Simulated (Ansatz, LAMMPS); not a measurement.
**Amorphous 73P2O5-20PbO-7Al2O3 (mol %) (88 atoms) in motion**

Aim: follow amorphous 73P2O5-20PbO-7Al2O3 (mol %) (88 atoms) for a short time with forces from DFT, then look at structure and electrons in the last frame.

Method: Kohn-Sham DFT, LDA, PAW (set soft_2), plane waves, in Ansatz 0.2.0.

## (1) Set-up

The cell holds 88 atoms: 22 P, 3 Pb, 2 Al and 61 O. Cell: a = 10.776 Å, b = 10.776 Å, c = 10.776 Å, α = 90.0°, β = 90.0°, γ = 90.0°. 88 atoms (22 P, 3 Sr, 2 Al, 61 O) placed at random at 2.63 g/cm³, melted at 5000 K for 10 ps at fixed volume with the Morse and Coulomb pair potential with partial charges (Pedone, Malavasi, Menziani, Cormack and Segre, J. Phys. Chem. B 110, 11780 (2006)). Quenched from 5000 K to 300 K at 10 K/ps and fixed volume, held 10 ps at zero pressure, then minimised at fixed cell. Then Sr was replaced by Pb and the cell scaled by 1.008 (the potential has no terms for the new elements, so the cell is a start for a DFT relaxation).

Limits known from the start: The quench rate of 10 K/ps is orders of magnitude faster than experiment, which tends to freeze in extra defects. The starting topology of bonds comes from the classical model, and needn't be the one that DFT or experiment would give. Sampling is at Γ alone, for a cell whose shortest periodic width is 11 Å. The levels lack spin–orbit coupling, which is large for the heavy elements here.

## (2) Single point at the start

A single point comes first, to see the forces before anything moves.

File input.yaml:

```yaml
crystal:
  lattice:
    - [10.77554, 0.0, 0.0]
    - [0.0, 10.77554, 0.0]
    - [0.0, 0.0, 10.77554]
  atoms:
    - { symbol: P, position: [0.35655, 0.87349, 0.46344] }
    - { symbol: P, position: [0.05824, 0.12863, 0.87818] }
    - { symbol: P, position: [0.33518, 0.75256, 0.00721] }
    - { symbol: P, position: [0.3729, 0.46592, 0.33773] }
    [... 78 atom lines left out ...]
    - { symbol: O, position: [0.84034, 0.47125, 0.07553] }
    - { symbol: O, position: [0.61559, 0.43378, 0.74064] }
    - { symbol: O, position: [0.0815, 0.72605, 0.28498] }
    - { symbol: O, position: [0.27668, 0.539, 0.56819] }
    - { symbol: O, position: [0.21467, 0.25948, 0.16903] }
    - { symbol: O, position: [0.08213, 0.50719, 0.95852] }
kpoints:
  mp_grid: { grid: [1, 1, 1] }
hamiltonian:
  xc: lda
scf:
  occupations: { method: fermi_dirac, width: 0.025 }
output:
  forces: true
```

Started as:

```bash
$ ansatz run input.yaml --threads 4 --pin off --max-ram 8192MiB --backend cpu --events-out ev --progress --plain --runs-dir out
```

The job ended after 12 s (4 threads of Arm Neoverse V2, shared host; peak memory 1.4 GiB).

Numbers from this run:

- free energy: -85689.6505 eV
- free energy per atom: -973.7460 eV/atom
- SCF cycles: 11
- r.m.s. force component: 1.393 eV/Å
- longest force: 6.486 eV/Å
- Fermi energy: 4.415 eV

The r.m.s. force component of 1.4 eV/Å sets the starting point.

Length of the force by element:

| element | coordination | atoms | mean length of the force (eV/Å) | spread | least | most |
| --- | --- | --- | --- | --- | --- | --- |
| Al | all | 2 | 1.93 | 0.793 | 1.14 | 2.72 |
| O | all | 61 | 1.60 | 0.848 | 0.142 | 4.20 |
| P | all | 22 | 3.39 | 1.44 | 0.771 | 6.49 |
| Pb | all | 3 | 0.959 | 0.608 | 0.280 | 1.76 |

## (3) Dynamics at 900 K

A Langevin thermostat couples each atom to a heat bath, at the price of damped dynamics. The time step is 1.0 fs.

input.yaml, as its differences from that of step 2:

```diff
@@ -15 +15,8 @@
   forces: true
+md:
+  timestep: 1.0
+  n_steps: 182
+  ensemble: nvt_langevin
+  temperature: 900
+  initial_velocities: maxwell_boltzmann
+  seed: 2083
```

Elapsed: 24 min, on 4 threads; peak memory 1.5 GiB.

The program notes that it switched symmetry off.

Rows from the run:

| time (fs) | T (K) | potential (meV/atom) |
| --- | --- | --- |
| 0.0 | 890 | 0.0 |
| 12.0 | 754 | 16.0 |
| 24.0 | 701 | 28.3 |
| 36.0 | 712 | 34.2 |
| 49.0 | 905 | 12.2 |
| 61.0 | 881 | 5.2 |
| 73.0 | 906 | 1.4 |
| 85.0 | 918 | 3.6 |
| 97.0 | 841 | 12.0 |
| 109.0 | 908 | 1.6 |
| 121.0 | 773 | 21.7 |
| 133.0 | 935 | -2.5 |
| 146.0 | 893 | 1.4 |
| 158.0 | 931 | -3.2 |
| 170.0 | 960 | -8.2 |
| 182.0 | 984 | 1.3 |

Mean square displacement from the first frame to the last: P 0.15 Å², Pb 0.092 Å², Al 0.25 Å², O 0.41 Å².

The mean square displacement by time lag:

| time lag (fs) | Al (Å²) | O (Å²) | P (Å²) | Pb (Å²) |
| --- | --- | --- | --- | --- |
| 1.0 | 1.0e-4 | 1.3e-4 | 6.9e-5 | 8.5e-6 |
| 4.0 | 0.00163 | 0.00206 | 0.00107 | 1.3e-4 |
| 8.0 | 0.00625 | 0.00774 | 0.00396 | 5.3e-4 |
| 16.0 | 0.0213 | 0.0256 | 0.0124 | 0.00205 |
| 19.0 | 0.0275 | 0.0332 | 0.0157 | 0.00285 |
| 23.0 | 0.0353 | 0.0436 | 0.0201 | 0.00409 |
| 27.0 | 0.0422 | 0.0542 | 0.0243 | 0.00551 |
| 31.0 | 0.0480 | 0.0650 | 0.0284 | 0.00711 |
| 38.0 | 0.0566 | 0.0839 | 0.0352 | 0.0103 |
| 42.0 | 0.0616 | 0.0943 | 0.0386 | 0.0123 |
| 46.0 | 0.0673 | 0.104 | 0.0418 | 0.0145 |
| 49.0 | 0.0723 | 0.112 | 0.0441 | 0.0162 |
| 53.0 | 0.0801 | 0.121 | 0.0473 | 0.0186 |
| 61.0 | 0.0994 | 0.141 | 0.0548 | 0.0236 |
| 64.0 | 0.107 | 0.149 | 0.0579 | 0.0255 |
| 68.0 | 0.118 | 0.160 | 0.0624 | 0.0282 |
| 72.0 | 0.129 | 0.170 | 0.0670 | 0.0309 |
| 76.0 | 0.139 | 0.181 | 0.0716 | 0.0337 |
| 83.0 | 0.154 | 0.200 | 0.0798 | 0.0387 |
| 87.0 | 0.162 | 0.210 | 0.0846 | 0.0417 |
| 91.0 | 0.169 | 0.221 | 0.0894 | 0.0446 |

Over the second half of 182 fs the temperature averages 888 K with swings of 65 K r.m.s. From first frame to last O has the largest mean square displacement, 0.41 Å² at the end; the farthest move is 1.24 Å. The run spans 0.18 ps, too short for its means to be equilibrium values.

## (4) Distances and neighbours late in the run

The g(r) is a mean over the second half; what follows it is taken at the last frame.

Bonds before and after, by the cutoffs listed below:

| pair | bonds before | bonds after | mean before (Å) | mean after (Å) | spread before (Å) | spread after (Å) |
| --- | --- | --- | --- | --- | --- | --- |
| O-P | 90 | 89 | 1.559 | 1.568 | 0.053 | 0.103 |
| O-Al | 8 | 8 | 1.774 | 1.786 | 0.035 | 0.103 |

Density 3.10 g/cm³, 14.22 Å³ an atom.

Mean of 15 frames. g(r), total and by pair (bins of 0.2 Å):

| r (Å) | total | O-O | O-P | O-Pb | O-Al | P-P | P-Pb |
| --- | --- | --- | --- | --- | --- | --- | --- |
| 1.30 | 0.04 | 0.00 | 0.10 | 0.00 | 0.00 | 0.00 | 0.00 |
| 1.50 | 3.39 | 0.00 | 9.75 | 0.00 | 0.11 | 0.00 | 0.00 |
| 1.70 | 1.47 | 0.00 | 3.54 | 0.00 | 7.42 | 0.00 | 0.00 |
| 1.90 | 0.17 | 0.00 | 0.24 | 0.00 | 2.83 | 0.00 | 0.00 |
| 2.10 | 0.04 | 0.03 | 0.02 | 0.20 | 0.13 | 0.00 | 0.00 |
| 2.30 | 0.64 | 1.17 | 0.02 | 1.41 | 0.00 | 0.00 | 0.00 |
| 2.50 | 1.81 | 3.46 | 0.00 | 3.03 | 0.00 | 0.00 | 0.00 |
| 2.70 | 1.05 | 1.92 | 0.12 | 1.30 | 0.04 | 0.24 | 0.00 |
| 2.90 | 0.74 | 0.80 | 0.30 | 1.13 | 0.36 | 2.30 | 0.11 |
| 3.10 | 0.88 | 0.78 | 0.63 | 0.20 | 0.50 | 3.33 | 0.31 |
| 3.30 | 0.73 | 0.68 | 0.86 | 0.14 | 1.17 | 0.49 | 0.57 |
| 3.50 | 0.75 | 0.61 | 1.10 | 0.33 | 0.87 | 0.23 | 1.38 |
| 3.70 | 0.92 | 0.56 | 1.51 | 0.49 | 0.91 | 0.50 | 2.34 |
| 3.90 | 1.21 | 0.75 | 1.99 | 0.66 | 2.09 | 0.14 | 2.69 |
| 4.10 | 1.09 | 0.89 | 1.40 | 1.00 | 2.15 | 0.66 | 1.05 |
| 4.30 | 1.07 | 1.07 | 0.92 | 1.79 | 1.33 | 1.37 | 0.85 |
| 4.50 | 1.12 | 1.35 | 0.71 | 1.36 | 1.10 | 1.61 | 0.65 |
| 4.70 | 1.08 | 1.33 | 0.65 | 1.41 | 0.81 | 1.34 | 1.56 |
| 4.90 | 1.10 | 1.29 | 0.80 | 1.46 | 0.53 | 1.14 | 1.29 |
| 5.10 | 0.97 | 1.02 | 0.91 | 1.25 | 0.61 | 0.75 | 1.11 |
| 5.30 | 0.97 | 0.91 | 0.99 | 1.16 | 0.89 | 1.20 | 1.15 |

Bonds by pair of elements; cutoffs follow the first minimum of g(r), held within bounds set by covalent radii, and pairs that aren't listed don't count as bonded:

| pair A-B | cutoff (Å) | bonds | mean length (Å) | spread (Å) | shortest (Å) | B about A | A about B |
| --- | --- | --- | --- | --- | --- | --- | --- |
| O-P | 2.11 | 89 | 1.57 | 0.103 | 1.39 | 1.46 | 4.04 |
| O-Pb | 2.82 | 15 | 2.52 | 0.179 | 2.24 | 0.246 | 5 |
| O-Al | 2.38 | 8 | 1.79 | 0.103 | 1.67 | 0.131 | 4 |

The cutoff for O-Pb falls short of the minimum of g(r), so counts run low and odd coordinations can be artefacts.

How many atoms have how many bonded neighbours:

| element | mean | 1 | 2 | 3 | 4 | 5 | 6 |
| --- | --- | --- | --- | --- | --- | --- | --- |
| Al | 4 | 0 | 0 | 0 | 2 | 0 | 0 |
| O | 1.84 | 12 | 47 | 2 | 0 | 0 | 0 |
| P | 4.04 | 0 | 0 | 0 | 21 | 1 | 0 |
| Pb | 5 | 0 | 0 | 0 | 1 | 1 | 1 |

Bond angles, per cent of each kind in bins of 5°:

| angle (°) | O-P-O | O-Pb-O | P-O-P | P-O-Pb | O-Al-O |
| --- | --- | --- | --- | --- | --- |
| 60–65 | 0.0 | 6.5 | 0.0 | 0.0 | 0.0 |
| 65–70 | 0.0 | 3.2 | 0.0 | 0.0 | 0.0 |
| 70–75 | 0.0 | 3.2 | 0.0 | 0.0 | 0.0 |
| 75–80 | 0.0 | 16.1 | 0.0 | 0.0 | 0.0 |
| 80–85 | 1.5 | 0.0 | 0.0 | 0.0 | 0.0 |
| 85–90 | 2.2 | 9.7 | 0.0 | 6.7 | 0.0 |
| 90–95 | 3.7 | 3.2 | 0.0 | 0.0 | 0.0 |
| 95–100 | 11.8 | 6.5 | 0.0 | 0.0 | 8.3 |
| 100–105 | 16.2 | 12.9 | 0.0 | 6.7 | 16.7 |
| 105–110 | 23.5 | 0.0 | 0.0 | 0.0 | 41.7 |
| 110–115 | 16.2 | 3.2 | 3.6 | 0.0 | 16.7 |
| 115–120 | 11.0 | 3.2 | 7.1 | 13.3 | 8.3 |
| 120–125 | 8.1 | 9.7 | 3.6 | 0.0 | 8.3 |
| 125–130 | 2.9 | 3.2 | 7.1 | 6.7 | 0.0 |
| 130–135 | 1.5 | 6.5 | 7.1 | 0.0 | 0.0 |
| 135–140 | 0.7 | 0.0 | 21.4 | 13.3 | 0.0 |
| 140–145 | 0.0 | 3.2 | 14.3 | 13.3 | 0.0 |
| 145–150 | 0.0 | 6.5 | 0.0 | 6.7 | 0.0 |
| 150–155 | 0.0 | 0.0 | 7.1 | 13.3 | 0.0 |
| 155–160 | 0.0 | 0.0 | 14.3 | 6.7 | 0.0 |
| 160–165 | 0.7 | 3.2 | 7.1 | 6.7 | 0.0 |
| 165–170 | 0.0 | 0.0 | 0.0 | 0.0 | 0.0 |
| 170–175 | 0.0 | 0.0 | 3.6 | 6.7 | 0.0 |
| 175–180 | 0.0 | 0.0 | 3.6 | 0.0 | 0.0 |

Bond angles (no mean is given where the spread exceeds 20°):

| angle | count | mean (°) | spread (°) |
| --- | --- | --- | --- |
| O-P-O | 136 | 109 | 10.9 |
| O-Pb-O | 31 | - | - |
| P-O-P | 28 | 142 | 16.2 |
| P-O-Pb | 15 | - | - |
| O-Al-O | 12 | 110 | 6.8 |

Oxygen atoms by the number of network formers (Si, P, Ge, B, Al, As, Ga) bound to them:

| network formers bound to O | O atoms | per cent |
| --- | --- | --- |
| 0 | 0 | 0 |
| 1 | 25 | 41 |
| 2 | 36 | 59 |

Network units: each former by its oxygen neighbours and how many of them bridge to another former:

| former | O neighbours | bridging O | atoms |
| --- | --- | --- | --- |
| P | 4 | 2 | 7 |
| P | 4 | 3 | 10 |
| P | 4 | 4 | 4 |
| P | 5 | 4 | 1 |
| Al | 4 | 4 | 2 |

Bond length by coordination (bonds to H left out):

| element | coordination | atoms | mean bond length (Å) |
| --- | --- | --- | --- |
| O | 1 | 12 | 1.45 |
| O | 2 | 47 | 1.72 |
| O | 3 | 2 | 2.07 |
| P | 4 | 21 | 1.56 |
| P | 5 | 1 | 1.65 |
| Pb | 4 | 1 | 2.39 |
| Pb | 5 | 1 | 2.57 |
| Pb | 6 | 1 | 2.56 |

Rings of the network by King's shortest-path rule, up to 12 atoms, one path for each pair of neighbours; H, halogens, alkali and alkaline-earth atoms are left out, and the last column divides by all other atoms, bonded or not:

| ring size (atoms) | rings | per network atom |
| --- | --- | --- |
| 4 | 1 | 0.011 |
| 6 | 3 | 0.034 |
| 8 | 4 | 0.045 |
| 10 | 7 | 0.08 |
| 12 | 9 | 0.102 |

For some of the pairs, g(r) has its first main peak near 2.5 Å (O-O), 1.5 Å (O-P), 2.5 Å (O-Pb), 1.8 Å (O-Al), 3.0 Å (P-P) and 3.9 Å (P-Pb). The O-P-O angle averages 109° with a spread of 11°. Counting bonds to P and Al alone, not to Pb, 59 % of the oxygens join two of these atoms and 41 % one. The commonest P unit has 4 oxygens, 3 of them shared with other formers (10 of 22 atoms). Rings of 12 atoms are the most common (38 % of those counted); sizes run from 4 to 12, where the search stops.

## (5) Single point at the last frame

The last frame is solved once more, with the analyses that the dynamics left out.

File input.yaml:

```yaml
crystal:
  lattice:
    - [10.77554, 0.0, 0.0]
    - [0.0, 10.77554, 0.0]
    - [0.0, 0.0, 10.77554]
  atoms:
    - { symbol: P, position: [0.32326, 0.87095, 0.46282] }
    - { symbol: P, position: [0.0583, 0.10694, 0.86516] }
    - { symbol: P, position: [0.3528, 0.72701, 0.02011] }
    - { symbol: P, position: [0.34632, 0.46643, 0.32581] }
    [... 78 atom lines left out ...]
    - { symbol: O, position: [0.86835, 0.47833, 0.12599] }
    - { symbol: O, position: [0.70311, 0.47842, 0.72171] }
    - { symbol: O, position: [0.07552, 0.70344, 0.24873] }
    - { symbol: O, position: [0.32634, 0.54752, 0.60774] }
    - { symbol: O, position: [0.18326, 0.27965, 0.17921] }
    - { symbol: O, position: [0.09086, 0.49675, 0.99152] }
kpoints:
  mp_grid: { grid: [1, 1, 1] }
hamiltonian:
  xc: lda
scf:
  occupations: { method: fermi_dirac, width: 0.025 }
output:
  forces: true
  stress: true
  populations: true
  dos:
    method: { smearing: { sigma: 0.1 } }
    de: 0.1
    projected: { site_lists: { Al: [Al], O: [O], P: [P], Pb: [Pb] } }
  eigenvalues: true
  write_density: true
  write_potential: true
  volumetric_format: npy
  elf: true
```

Run time: 22 s. Hardware: 4 threads; peak memory 1.4 GiB; 85 s of CPU time.

Read from the output:

| Property | Result |
| --- | --- |
| free energy | -85689.5339 eV |
| free energy per atom | -973.7447 eV/atom |
| SCF cycles | 11 |
| pressure | -2.267 GPa |
| r.m.s. force component | 1.516 eV/Å |
| longest force | 5.988 eV/Å |
| Fermi energy | 4.585 eV |
| gap (highest filled to lowest empty level) | 3.059 eV |
| spilling of the projection | 0.017 |

Length of the force by element:

| element | coordination | atoms | mean length of the force (eV/Å) | spread | least | most |
| --- | --- | --- | --- | --- | --- | --- |
| Al | all | 2 | 2.81 | 0.564 | 2.24 | 3.37 |
| O | all | 61 | 1.90 | 0.976 | 0.243 | 4.37 |
| P | all | 22 | 3.57 | 1.10 | 1.56 | 5.99 |
| Pb | all | 3 | 1.23 | 0.0756 | 1.12 | 1.30 |

Density of states as counts of states in windows of 1 eV (from the Fermi level), total and the larger projections:

| from (eV) | to (eV) | total | O p | P p | O s |
| --- | --- | --- | --- | --- | --- |
| -14 | -13 | 7.4 | 4.4 | 1.2 | 0.8 |
| -13 | -12 | 10.7 | 6.7 | 2.0 | 0.8 |
| -12 | -11 | 12.0 | 7.9 | 2.4 | 0.7 |
| -11 | -10 | 15.0 | 9.9 | 2.9 | 0.6 |
| -10 | -9 | 16.4 | 10.2 | 2.1 | 0.9 |
| -9 | -8 | 18.0 | 12.8 | 1.9 | 1.9 |
| -8 | -7 | 40.0 | 30.5 | 3.5 | 3.4 |
| -7 | -6 | 46.4 | 38.0 | 2.9 | 3.1 |
| -6 | -5 | 50.6 | 43.6 | 2.2 | 2.3 |
| -5 | -4 | 54.1 | 48.5 | 1.8 | 1.5 |
| -4 | -3 | 49.6 | 45.3 | 1.5 | 0.7 |
| -3 | -2 | 36.9 | 34.2 | 0.8 | 0.3 |
| -2 | -1 | 4.9 | 4.6 | 0.1 | 0.0 |
| -1 | 1 | 0.0 | 0.0 | 0.0 | 0.0 |
| 1 | 2 | 4.7 | 0.7 | 0.3 | 0.6 |
| 2 | 3 | 10.6 | 1.5 | 1.2 | 1.3 |
| 3 | 4 | 21.6 | 3.4 | 4.5 | 2.5 |
| 4 | 5 | 24.7 | 4.4 | 7.2 | 2.3 |

Between -26 and -14 eV lie 162 more states.

The levels nearest the highest filled one (over half full), pooled over k-points and spins:

| level less the highest filled one (eV) | occupation |
| --- | --- |
| -0.598 | 2 |
| -0.576 | 2 |
| -0.546 | 2 |
| -0.419 | 2 |
| -0.340 | 2 |
| 0 | 2 |
| 3.06 | 0 |
| 3.36 | 0 |
| 3.61 | 0 |
| 3.92 | 0 |
| 4.09 | 0 |
| 4.37 | 0 |

## (6) Summary of results

| Property | Result |
| --- | --- |
| mean temperature, second half | 887.9 K |
| temperature swing, second half | 64.96 K |
| free energy per atom | -973.7447 eV/atom |
| pressure | -2.267 GPa |
| r.m.s. force component | 1.516 eV/Å |
| gap (highest filled to lowest empty level) | 3.059 eV |
| wall time of the 3 DFT runs | 25 min |

In words: Over the second half of 182 fs the temperature averages 888 K with swings of 65 K r.m.s. The run spans 0.18 ps, too short for its means to be equilibrium values. Counting bonds to P and Al alone, not to Pb, 59 % of the oxygens join two of these atoms and 41 % one. Between filled and empty levels lie 3.06 eV (at Γ alone); a local or semilocal functional narrows such gaps, while the missing spin–orbit coupling widens them for these heavy elements, so the errors pull opposite ways. In a disordered cell it changes from sample to sample, and tail or defect levels can set it.

Caveats: The stress is far from hydrostatic: its diagonal is -0.7, -0.3, -5.7 GPa, compression counted positive. The pressure of -2.3 GPa is that of one thermal frame at a volume set beforehand, without the kinetic term.

[Logs are printed without paths, hosts, clocks, repeated set-up lines and the standing remarks that a program may print on its own settings, such as how far it seeks lower states.]

[Hosts, paths, dates, database ids (printed as entryN), source tags and the programs' standing remarks are cut or masked in the printed files.]
